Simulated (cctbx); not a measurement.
# What is wrong with this refinement?

Cell a = 3.6290 Å, b = 3.6290 Å, c = 9.8190 Å, α = 90.00°, β = 90.00°, γ = 90.00°; space group I4/mmm (no. 139). The compound is PrBe2C2.

Simulated single-crystal data (cctbx): Mo Kα, λ = 0.71073 Å, to d = 0.75 Å, 70 % of the full sphere, strongest reflection 70000 counts, noise from counting, a 6 % proportional error and a noise floor of 8 counts (s.d.); no absorption.

An anisotropic refinement with weights 1/σ² prints:

```text
Rint 0.044, 65 unique reflections to 0.76 A
cycle     R1     wR2    GooF  max shift (A)
   1  0.2560  0.4681  20.489   0.01520
   9  0.0466  0.0997   4.365   0.00029
final R1 0.0466 wR2 0.0997 GooF 4.365  parameters 7  data/parameter 9.3
atom        x        y        z      Ueq    occ   su(xyz)  su(Uiso or U11)
Pr1    0.00000  0.00000  0.00000   0.0198  1.000  0.00000  0.0008
Cr1    0.50000  0.50000  0.12816   0.5600  1.000  0.01228  0.1492
Be1    0.50000  0.00000  0.25000   0.0347  1.000  0.00000  0.0084
difference map: max 6.24 min -1.39 rms 0.52
Q1    0.0000  0.0000  0.3751    4    6.32  0.03 A from Cr1
Q2    0.0000  0.0000  0.0000    2    2.33  0.00 A from Pr1
Q3    0.0000  0.5000  0.2500    4    0.93  0.00 A from Be1
Q4    0.0897  0.0897  0.1150   16    0.60  1.22 A from Pr1
Q5    0.1879  0.1879  0.0445   16    0.44  1.06 A from Pr1
Q6    0.1917  0.1917  0.2229   16    0.40  1.34 A from Be1
```

Q: Accept it or mend it, and why?

Mend it. The fault: wrong element: Cr1 is C. Against the right model at the same level, R1 goes from 0.0112 to 0.0466 and GooF from 1.00 to 4.37, U of Cr1 swells from 0.0430 to 0.5600 Å² and the top difference peak, 6.3 e/Å³, lies on Cr1. Cr1 has 18 electrons too many and its U swells to shed them, as expected.

The compound is PrBe2C2. The right model at the same level gives:

```text
Rint 0.044, 65 unique reflections to 0.76 A
cycle     R1     wR2    GooF  max shift (A)
   1  0.0223  0.0619   2.711   0.00566
   2  0.0112  0.0228   0.997   0.00000
final R1 0.0112 wR2 0.0228 GooF 0.997  parameters 7  data/parameter 9.3
atom        x        y        z      Ueq    occ   su(xyz)  su(Uiso or U11)
Pr1    0.00000  0.00000  0.00000   0.0199  1.000  0.00000  0.0002
C1     0.50000  0.50000  0.12423   0.0430  1.000  0.00089  0.0023
Be1    0.50000  0.00000  0.25000   0.0312  1.000  0.00000  0.0018
difference map: max 0.31 min -0.39 rms 0.11
Q1    0.0000  0.2723  0.2943   16    0.33  0.93 A from Be1
Q2    0.0000  0.3745  0.2054   16    0.31  0.63 A from Be1
Q3    0.0000  0.3241  0.3909   16    0.30  1.19 A from C1
Q4    0.2107  0.2107  0.0615   16    0.24  1.24 A from Pr1
Q5    0.0880  0.0880  0.1203   16    0.22  1.26 A from Pr1
Q6    0.2500  0.2500  0.2500    8    0.20  1.28 A from Be1
```

This is a model crystal, built by substitution and not relaxed, with assumed displacement parameters.

[Middle refinement cycles are left out of these outputs.]

[Logs are printed without paths, hosts, clocks, repeated set-up lines and the standing remarks that a program may print on its own settings, such as how far it seeks lower states.]
